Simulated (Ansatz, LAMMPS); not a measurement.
# Structural relaxation of amorphous Ge (61 atoms), part 2 of 3

Aim: bring amorphous Ge (61 atoms) to a nearby minimum of the energy and see what moves.

Ansatz 0.2.0; Kohn-Sham DFT, PBE, PAW (set soft_2), plane waves.

The cell: 61 Ge. The quench rate of 5 K/ps far exceeds what a furnace or splat quench reaches. The starting topology of bonds comes from the classical model. Sampling is at Γ alone, for a cell whose shortest periodic width is 11 Å.

So far. Step 3 (Single point at the start): Neighbours are counted within 2.93 Å (Ge-Ge).

### Step 4. Cell and atoms relaxed

The cell is relaxed with the atoms, since the starting lattice needn't suit this functional.

input.yaml

```yaml
crystal:
  lattice:
    - [10.8974, 0.0, 0.0]
    - [0.0, 10.8974, 0.0]
    - [0.0, 0.0, 10.8974]
  atoms:
    [... the 61 atom lines of step 3 ...]
kpoints:
  mp_grid: { grid: [1, 1, 1] }
hamiltonian:
  xc: pbe
scf:
  occupations: { method: fermi_dirac, width: 0.025 }
output:
  forces: true
relax:
  f_tol: 0.03
  max_steps: 200
  cell: {}
```

The run is started by

```sh
$ ansatz run input.yaml --threads 4 --pin off --max-ram 8192MiB --backend cpu --events-out ev --progress --plain --runs-dir out
```

Numbers of over 12 decimals in the logs are rounded to 6 here.

The log of the run:

```text
[...]
Crystal: 61 atoms, lattice volume = 1294.103 Å³
Basis set: ecut = 420 eV, 25341 PW (Γ), exchange–correlation on 150×150×150 points (8 copies of the dense FFT grid, shifted against one another)
Bands: 513, of which v1, the nominal top of the filled ones, is band 427 counted from 1 (426 counted from 0)
Symmetry: 1 space group operations
[...]
k-points: 1
[...]
SCF iter   1: F=—  HF=-261973.522952 eV  |F-HF|=—  |Δ(HF+E_count)|=         —  Δρ=4.66e-3  dr2=7.90e-1  ethr=1.77e-3  ⟨swp⟩=6.0  Hψ=1817  notcnv=0
[...]
SCF iter  11: F=-261973.343357 eV  HF=-261973.343357 eV  |F-HF|=6.57e-8  |Δ(HF+E_count)|=   2.75e-8  Δρ=1.65e-6  dr2=8.78e-8  ethr=1.17e-11  ⟨swp⟩=4.0  Hψ=1366  notcnv=0
SCF 1 converged in 11 iterations: F = -261973.343357 eV  dr2 = 8.78e-8
[...]
relax step   1: F+E_penalty+E_count = -261973.34335668 eV  Δ(F+E_penalty+E_count) = +0.000e0 eV  max|allowed force component| = 7.720e-1 eV/Å  Δτ_max = 0.0000 Å  P = +6.963 GPa  Ω = 1294.103 Å³  (11 SCF iters, dr2 threshold 1.00e-7 eV, accepted)
[... from here on, the SCF cycles and remarks between the steps are left out ...]
relax step   2: F+E_penalty+E_count = -261977.11248544 eV  Δ(F+E_penalty+E_count) = -3.769e0 eV  max|allowed force component| = 3.485e-1 eV/Å  Δτ_max = 0.1248 Å  P = +0.656 GPa  Ω = 1417.438 Å³  energy of the carried Pulay correction = -2.106e-2 eV  (7 SCF iters, dr2 threshold 6.10e-6 eV, accepted)
relax step   3: F+E_penalty+E_count = -261977.74526925 eV  Δ(F+E_penalty+E_count) = -6.328e-1 eV  max|allowed force component| = 3.261e-1 eV/Å  Δτ_max = 0.1560 Å  P = -0.216 GPa  Ω = 1438.407 Å³  energy of the carried Pulay correction = -2.445e-2 eV  (6 SCF iters, dr2 threshold 6.10e-6 eV, accepted)
relax step   4: F+E_penalty+E_count = -261978.04694443 eV  Δ(F+E_penalty+E_count) = -3.017e-1 eV  max|allowed force component| = 2.366e-1 eV/Å  Δτ_max = 0.1948 Å  P = -0.477 GPa  Ω = 1444.621 Å³  energy of the carried Pulay correction = -2.545e-2 eV  (9 SCF iters, dr2 threshold 6.10e-6 eV, accepted)
relax step   5: F+E_penalty+E_count = -261978.22192839 eV  Δ(F+E_penalty+E_count) = -1.750e-1 eV  max|allowed force component| = 2.586e-1 eV/Å  Δτ_max = 0.1712 Å  P = -0.236 GPa  Ω = 1438.619 Å³  energy of the carried Pulay correction = -2.449e-2 eV  (9 SCF iters, dr2 threshold 3.50e-6 eV, accepted)
relax step   6: F+E_penalty+E_count = -261978.38981663 eV  Δ(F+E_penalty+E_count) = -1.679e-1 eV  max|allowed force component| = 3.004e-1 eV/Å  Δτ_max = 0.1953 Å  P = +0.117 GPa  Ω = 1430.663 Å³  energy of the carried Pulay correction = -2.321e-2 eV  (9 SCF iters, dr2 threshold 4.18e-6 eV, accepted)
relax step   7: F+E_penalty+E_count = -261978.56200520 eV  Δ(F+E_penalty+E_count) = -1.722e-1 eV  max|allowed force component| = 2.672e-1 eV/Å  Δτ_max = 0.1628 Å  P = +0.352 GPa  Ω = 1425.088 Å³  energy of the carried Pulay correction = -2.231e-2 eV  (10 SCF iters, dr2 threshold 5.64e-6 eV, accepted)
relax step   8: F+E_penalty+E_count = -261978.90076893 eV  Δ(F+E_penalty+E_count) = -3.388e-1 eV  max|allowed force component| = 3.350e-1 eV/Å  Δτ_max = 0.1914 Å  P = +0.294 GPa  Ω = 1426.090 Å³  energy of the carried Pulay correction = -2.247e-2 eV  (10 SCF iters, dr2 threshold 4.46e-6 eV, accepted)
relax step   9: F+E_penalty+E_count = -261979.36064072 eV  Δ(F+E_penalty+E_count) = -4.599e-1 eV  max|allowed force component| = 4.441e-1 eV/Å  Δτ_max = 0.1921 Å  P = +0.068 GPa  Ω = 1430.916 Å³  energy of the carried Pulay correction = -2.325e-2 eV  (10 SCF iters, dr2 threshold 6.10e-6 eV, accepted)
relax step  10: F+E_penalty+E_count = -261979.77682875 eV  Δ(F+E_penalty+E_count) = -4.162e-1 eV  max|allowed force component| = 3.611e-1 eV/Å  Δτ_max = 0.1950 Å  P = -0.130 GPa  Ω = 1437.893 Å³  energy of the carried Pulay correction = -2.437e-2 eV  (9 SCF iters, dr2 threshold 6.10e-6 eV, accepted)
relax step  11: F+E_penalty+E_count = -261980.18048285 eV  Δ(F+E_penalty+E_count) = -4.037e-1 eV  max|allowed force component| = 3.144e-1 eV/Å  Δτ_max = 0.1910 Å  P = -0.137 GPa  Ω = 1441.370 Å³  energy of the carried Pulay correction = -2.493e-2 eV  (9 SCF iters, dr2 threshold 6.10e-6 eV, accepted)
relax step  12: F+E_penalty+E_count = -261980.49136100 eV  Δ(F+E_penalty+E_count) = -3.109e-1 eV  max|allowed force component| = 2.301e-1 eV/Å  Δτ_max = 0.1948 Å  P = -0.032 GPa  Ω = 1441.556 Å³  energy of the carried Pulay correction = -2.496e-2 eV  (8 SCF iters, dr2 threshold 6.10e-6 eV, accepted)
relax step  13: F+E_penalty+E_count = -261980.67467305 eV  Δ(F+E_penalty+E_count) = -1.833e-1 eV  max|allowed force component| = 2.134e-1 eV/Å  Δτ_max = 0.1918 Å  P = +0.019 GPa  Ω = 1442.126 Å³  energy of the carried Pulay correction = -2.505e-2 eV  (9 SCF iters, dr2 threshold 3.31e-6 eV, accepted)
relax step  14: F+E_penalty+E_count = -261980.77035236 eV  Δ(F+E_penalty+E_count) = -9.568e-2 eV  max|allowed force component| = 2.505e-1 eV/Å  Δτ_max = 0.1962 Å  P = +0.057 GPa  Ω = 1441.749 Å³  energy of the carried Pulay correction = -2.499e-2 eV  (8 SCF iters, dr2 threshold 2.85e-6 eV, accepted)
[...]
relax step  22: F+E_penalty+E_count = -261981.79479454 eV  Δ(F+E_penalty+E_count) = -1.271e-1 eV  max|allowed force component| = 2.395e-1 eV/Å  Δτ_max = 0.1453 Å  P = +0.003 GPa  Ω = 1438.343 Å³  energy of the carried Pulay correction = -2.444e-2 eV  (8 SCF iters, dr2 threshold 4.85e-6 eV, accepted)
relax step  23: F+E_penalty+E_count = -261981.83227223 eV  Δ(F+E_penalty+E_count) = -3.748e-2 eV  max|allowed force component| = 1.092e-1 eV/Å  Δτ_max = 0.0538 Å  P = -0.004 GPa  Ω = 1438.453 Å³  energy of the carried Pulay correction = -2.446e-2 eV  (7 SCF iters, dr2 threshold 3.58e-6 eV, accepted)
relax step  24: F+E_penalty+E_count = -261981.85276164 eV  Δ(F+E_penalty+E_count) = -2.049e-2 eV  max|allowed force component| = 9.276e-2 eV/Å  Δτ_max = 0.1016 Å  P = -0.003 GPa  Ω = 1439.176 Å³  energy of the carried Pulay correction = -2.458e-2 eV  (9 SCF iters, dr2 threshold 7.45e-7 eV, accepted)
relax step  25: F+E_penalty+E_count = -261981.86175751 eV  Δ(F+E_penalty+E_count) = -8.996e-3 eV  max|allowed force component| = 5.275e-2 eV/Å  Δτ_max = 0.0490 Å  P = -0.035 GPa  Ω = 1440.392 Å³  energy of the carried Pulay correction = -2.477e-2 eV  (8 SCF iters, dr2 threshold 5.38e-7 eV, accepted)
relax step  26: F+E_penalty+E_count = -261981.86751944 eV  Δ(F+E_penalty+E_count) = -5.762e-3 eV  max|allowed force component| = 3.928e-2 eV/Å  Δτ_max = 0.0289 Å  P = -0.011 GPa  Ω = 1439.699 Å³  energy of the carried Pulay correction = -2.466e-2 eV  (8 SCF iters, dr2 threshold 1.74e-7 eV, accepted)
relax step  27: F+E_penalty+E_count = -261981.87198207 eV  Δ(F+E_penalty+E_count) = -4.463e-3 eV  max|allowed force component| = 3.290e-2 eV/Å  Δτ_max = 0.0420 Å  P = -0.002 GPa  Ω = 1439.869 Å³  energy of the carried Pulay correction = -2.469e-2 eV  (9 SCF iters, dr2 threshold 9.64e-8 eV, accepted)
relax step  28: F+E_penalty+E_count = -261981.87425805 eV  Δ(F+E_penalty+E_count) = -2.276e-3 eV  max|allowed force component| = 2.779e-2 eV/Å  Δτ_max = 0.0340 Å  P = +0.005 GPa  Ω = 1440.150 Å³  energy of the carried Pulay correction = -2.473e-2 eV  (9 SCF iters, dr2 threshold 6.76e-8 eV, accepted)
relax step  29: F+E_penalty+E_count = -261981.87580740 eV  Δ(F+E_penalty+E_count) = -1.549e-3 eV  max|allowed force component| = 1.866e-2 eV/Å  Δτ_max = 0.0312 Å  P = +0.002 GPa  Ω = 1440.837 Å³  energy of the carried Pulay correction = -2.484e-2 eV  (12 SCF iters, accepted)
relax step  30: F+E_penalty+E_count = -261982.04581162 eV  Δ(F+E_penalty+E_count) = -1.700e-1 eV  max|allowed force component| = 1.812e-2 eV/Å  Δτ_max = 0.0000 Å  P = +0.250 GPa  Ω = 1440.837 Å³  stress off target by 5.39e-1 GPa  SCF on the basis re-selected at this cell (its energy is not comparable with the rows above)  (15 SCF iters)
relax step  31: F+E_penalty+E_count = -261982.05970298 eV  Δ(F+E_penalty+E_count) = -1.389e-2 eV  max|allowed force component| = 3.846e-2 eV/Å  Δτ_max = 0.0317 Å  P = -0.007 GPa  Ω = 1448.379 Å³  energy of the carried Pulay correction = -1.219e-3 eV  (9 SCF iters, dr2 threshold 7.25e-7 eV, accepted)
relax step  32: F+E_penalty+E_count = -261982.06254386 eV  Δ(F+E_penalty+E_count) = -2.841e-3 eV  max|allowed force component| = 1.798e-2 eV/Å  Δτ_max = 0.0155 Å  P = -0.043 GPa  Ω = 1449.140 Å³  energy of the carried Pulay correction = -1.351e-3 eV  (9 SCF iters, dr2 threshold 9.24e-8 eV, accepted)
relax step  33: F+E_penalty+E_count = -261982.06415400 eV  Δ(F+E_penalty+E_count) = -1.610e-3 eV  max|allowed force component| = 1.442e-2 eV/Å  Δτ_max = 0.0206 Å  P = -0.005 GPa  Ω = 1447.819 Å³  energy of the carried Pulay correction = -1.128e-3 eV  (10 SCF iters, dr2 threshold 8.62e-9 eV, accepted)
relax step  34: F+E_penalty+E_count = -261982.06552491 eV  Δ(F+E_penalty+E_count) = -1.371e-3 eV  max|allowed force component| = 1.441e-2 eV/Å  Δτ_max = 0.0000 Å  P = -0.007 GPa  Ω = 1447.819 Å³  stress off target by 1.30e-2 GPa  SCF on the basis re-selected at this cell (its energy is not comparable with the rows above)  (10 SCF iters)
[...]
SCF converged after 10 iterations
Free energy (F): -261982.065525 eV
[...]
Internal energy: -261982.065503 eV  (E = F + TS)
E sigma→0 (E₀):  -261982.065514 eV
Entropy (-TS):   -0.000022 eV (-0.000 meV/atom)
Fermi energy:    7.663269 eV
[...]
--- Forces (eV/Å), atoms counted from 1 ---
  atom   1  Ge     0.00294937    -0.00023080    -0.00216630
  atom   2  Ge     0.00363865     0.00574295    -0.00199490
  atom   3  Ge    -0.00072265    -0.00117680     0.00290628
  atom   4  Ge     0.00159714    -0.00241291     0.00099736
  atom   5  Ge     0.00300490     0.00086762     0.00191988
  atom   6  Ge     0.00157358     0.00251590    -0.00432867
  atom   7  Ge     0.00144329    -0.00007719    -0.00022971
  atom   8  Ge    -0.00101373     0.00962616    -0.00027098
  atom   9  Ge    -0.00060541    -0.00286530    -0.00053654
  atom  10  Ge     0.00778221     0.00452066    -0.00179188
  atom  11  Ge    -0.00337708    -0.00222137    -0.00202159
  atom  12  Ge    -0.00199637     0.01205842    -0.00314911
  atom  13  Ge    -0.00283001     0.01216824     0.00432623
  atom  14  Ge    -0.00002382    -0.00167837    -0.00098877
[...]
atom  60  Ge    -0.00144590    -0.00166307     0.00358950
  atom  61  Ge     0.00194898     0.00161333    -0.00032491
  max |Σ_I F_I| component: 2.93e-7 eV/Å
--- Stress (GPa, compression-positive) ---
       -0.012796      -0.001219       0.000025
       -0.001219       0.000999       0.003775
        0.000025       0.003775      -0.010099
  P = ⅓ Tr σ = -0.0073 GPa (-0.073 kbar)
--- Relaxed structure (32 steps of the walk, 32 accepted, 2 SCFs on fresh bases) ---
  F+E_penalty+E_count = -261982.06552491 eV   max|allowed force component| = 1.441e-2 eV/Å   (the final SCF, on the basis selected at the relaxed cell)
  cell:  # Å, volume = 1447.8192 Å³
    - [10.266920, -0.047193, -0.265173]
    - [-0.047193, 12.270835, 0.023777]
    - [-0.265173, 0.023777, 11.499210]
  atoms:
    - { symbol: Ge, position: [0.438622, 0.280874, 0.154413] }
    - { symbol: Ge, position: [0.609587, 0.711425, 0.825605] }
    - { symbol: Ge, position: [0.412575, 0.908660, 0.409598] }
    - { symbol: Ge, position: [0.982315, 0.239078, 0.830333] }
[...]
- { symbol: Ge, position: [0.955550, 0.259252, 0.617275] }
```

It took 11 min on 4 threads of Arm Neoverse V2, shared host; peak memory 2.1 GiB.

The steps of the relaxation (22 of 34):

| step | energy less that of the first step (eV) | largest force component (eV/Å) | pressure (GPa) | volume (Å³) |
| --- | --- | --- | --- | --- |
| 1 | 0.0000 | 0.7720 | 6.96 | 1294.10 |
| 3 | -4.4019 | 0.3261 | -0.22 | 1438.41 |
| 4 | -4.7036 | 0.2366 | -0.48 | 1444.62 |
| 6 | -5.0465 | 0.3004 | 0.12 | 1430.66 |
| 7 | -5.2186 | 0.2672 | 0.35 | 1425.09 |
| 9 | -6.0173 | 0.4441 | 0.07 | 1430.92 |
| 10 | -6.4335 | 0.3611 | -0.13 | 1437.89 |
| 12 | -7.1480 | 0.2301 | -0.03 | 1441.56 |
| 14 | -7.4270 | 0.2505 | 0.06 | 1441.75 |
| 15 | -7.5275 | 0.2231 | 0.00 | 1441.97 |
| 17 | -7.7087 | 0.1237 | -0.07 | 1441.26 |
| 18 | -7.8725 | 0.2706 | -0.19 | 1440.59 |
| 20 | -8.2869 | 0.2507 | -0.11 | 1437.49 |
| 21 | -8.3243 | 0.2784 | 0.12 | 1437.11 |
| 23 | -8.4889 | 0.1092 | 0.00 | 1438.45 |
| 25 | -8.5184 | 0.0528 | -0.04 | 1440.39 |
| 26 | -8.5242 | 0.0393 | -0.01 | 1439.70 |
| 28 | -8.5309 | 0.0278 | 0.00 | 1440.15 |
| 29 | -8.5324 | 0.0187 | 0.00 | 1440.84 |
| 31 | -8.7163 | 0.0385 | -0.01 | 1448.38 |
| 32 | -8.7192 | 0.0180 | -0.04 | 1449.14 |
| 34* | -8.7222 | 0.0144 | -0.01 | 1447.82 |

Relaxation steps marked * repeat the geometry before them on a plane-wave basis chosen anew for their cell, so energy and pressure can jump there. Other such steps can lie between the rows shown.

| cell as run | before | after | change |
| --- | --- | --- | --- |
| a (Å) | 10.897 | 10.270 | -5.8 % |
| b (Å) | 10.897 | 12.271 | +12.6 % |
| c (Å) | 10.897 | 11.502 | +5.6 % |
| α (°) | 90.00 | 89.77 | -0.3 % |
| β (°) | 90.00 | 92.80 | +3.1 % |
| γ (°) | 90.00 | 90.49 | +0.5 % |
| volume (Å³/atom) | 21.21 | 23.73 | +11.9 % |

The atoms that moved most (Å, as changes of fractional coordinates times the final cell):

| atom | dx | dy | dz | length |
| --- | --- | --- | --- | --- |
| Ge34 | 0.576 | 1.161 | -1.246 | 1.798 |
| Ge52 | -0.476 | -1.420 | -0.870 | 1.732 |
| Ge37 | -0.537 | -1.510 | 0.479 | 1.673 |
| Ge54 | 0.330 | 1.568 | -0.116 | 1.607 |
| Ge60 | 0.048 | 1.023 | 1.171 | 1.555 |
| Ge42 | -0.274 | 0.506 | -0.912 | 1.078 |
| Ge3 | 0.375 | -0.694 | 0.608 | 0.996 |
| Ge19 | 0.339 | -0.676 | -0.639 | 0.991 |

The relaxation changed the energy by -143 meV/atom, and atoms moved by 0.73 Å r.m.s., 1.8 Å at most.

### Step 5. Structure statistics after relaxation

Bonds before and after, by the cutoffs listed below:

| pair | bonds before | bonds after | mean before (Å) | mean after (Å) | spread before (Å) | spread after (Å) |
| --- | --- | --- | --- | --- | --- | --- |
| Ge-Ge | 144 | 133 | 2.565 | 2.593 | 0.163 | 0.136 |

Density 5.08 g/cm³, 23.73 Å³ an atom.

Pair distribution function in bins of 0.2 Å:

| r (Å) | total |
| --- | --- |
| 2.40 | 1.27 |
| 2.60 | 4.17 |
| 2.80 | 0.48 |
| 3.00 | 0.17 |
| 3.20 | 0.18 |
| 3.40 | 0.42 |
| 3.60 | 0.74 |
| 3.80 | 1.41 |
| 4.00 | 1.73 |
| 4.20 | 1.75 |
| 4.40 | 1.25 |
| 4.60 | 0.97 |
| 4.80 | 0.92 |
| 5.00 | 0.85 |

Bonds by pair of elements; cutoffs follow the first minimum of g(r), held within bounds set by covalent radii, and pairs that aren't listed don't count as bonded:

| pair A-B | cutoff (Å) | bonds | mean length (Å) | spread (Å) | shortest (Å) | B about A | A about B |
| --- | --- | --- | --- | --- | --- | --- | --- |
| Ge-Ge | 3.12 | 133 | 2.59 | 0.136 | 2.44 | 4.36 | 4.36 |

How many atoms have how many bonded neighbours:

| element | mean | 4 | 5 | 6 |
| --- | --- | --- | --- | --- |
| Ge | 4.36 | 44 | 12 | 5 |

Bond angles, per cent of each kind in bins of 5°:

| angle (°) | Ge-Ge-Ge |
| --- | --- |
| 50–55 | 2.2 |
| 55–60 | 2.0 |
| 60–65 | 1.1 |
| 65–70 | 1.3 |
| 70–75 | 1.5 |
| 75–80 | 1.1 |
| 80–85 | 4.6 |
| 85–90 | 5.9 |
| 90–95 | 4.4 |
| 95–100 | 10.0 |
| 100–105 | 14.8 |
| 105–110 | 11.8 |
| 110–115 | 12.0 |
| 115–120 | 8.7 |
| 120–125 | 5.5 |
| 125–130 | 3.9 |
| 130–135 | 2.2 |
| 135–140 | 1.3 |
| 140–145 | 0.7 |
| 145–150 | 1.3 |
| 150–155 | 1.7 |
| 155–160 | 0.2 |
| 160–165 | 1.1 |
| 165–170 | 0.2 |
| 170–175 | 0.7 |

Bond angles (no mean is given where the spread exceeds 20°):

| angle | count | mean (°) | spread (°) |
| --- | --- | --- | --- |
| Ge-Ge-Ge | 459 | - | - |

Bond length by coordination (bonds to H left out):

| element | coordination | atoms | mean bond length (Å) |
| --- | --- | --- | --- |
| Ge | 4 | 44 | 2.54 |
| Ge | 5 | 12 | 2.65 |
| Ge | 6 | 5 | 2.77 |

Rings of the network by King's shortest-path rule, up to 12 atoms, one path for each pair of neighbours; H, halogens, alkali and alkaline-earth atoms are left out, and the last column divides by all other atoms, bonded or not:

| ring size (atoms) | rings | per network atom |
| --- | --- | --- |
| 3 | 11 | 0.18 |
| 4 | 13 | 0.213 |
| 5 | 47 | 0.77 |
| 6 | 66 | 1.08 |
| 7 | 30 | 0.492 |
| 8 | 4 | 0.066 |

The first peak of g(r) lies near 2.5 Å. With the cutoffs above, 72 % of Ge atoms have 4 bonded neighbours. Bonds at Ge atoms with 4 neighbours average 2.54 Å, against 2.77 Å at those with 6. Rings of 6 atoms are the most common (39 % of those counted); sizes run from 3 to 8.

[end of part 2 of 3]

[Logs are printed without paths, hosts, clocks, repeated set-up lines and the standing remarks that a program may print on its own settings, such as how far it seeks lower states.]

[Hosts, paths, dates, database ids (printed as entryN), source tags and the programs' standing remarks are cut or masked in the printed files.]
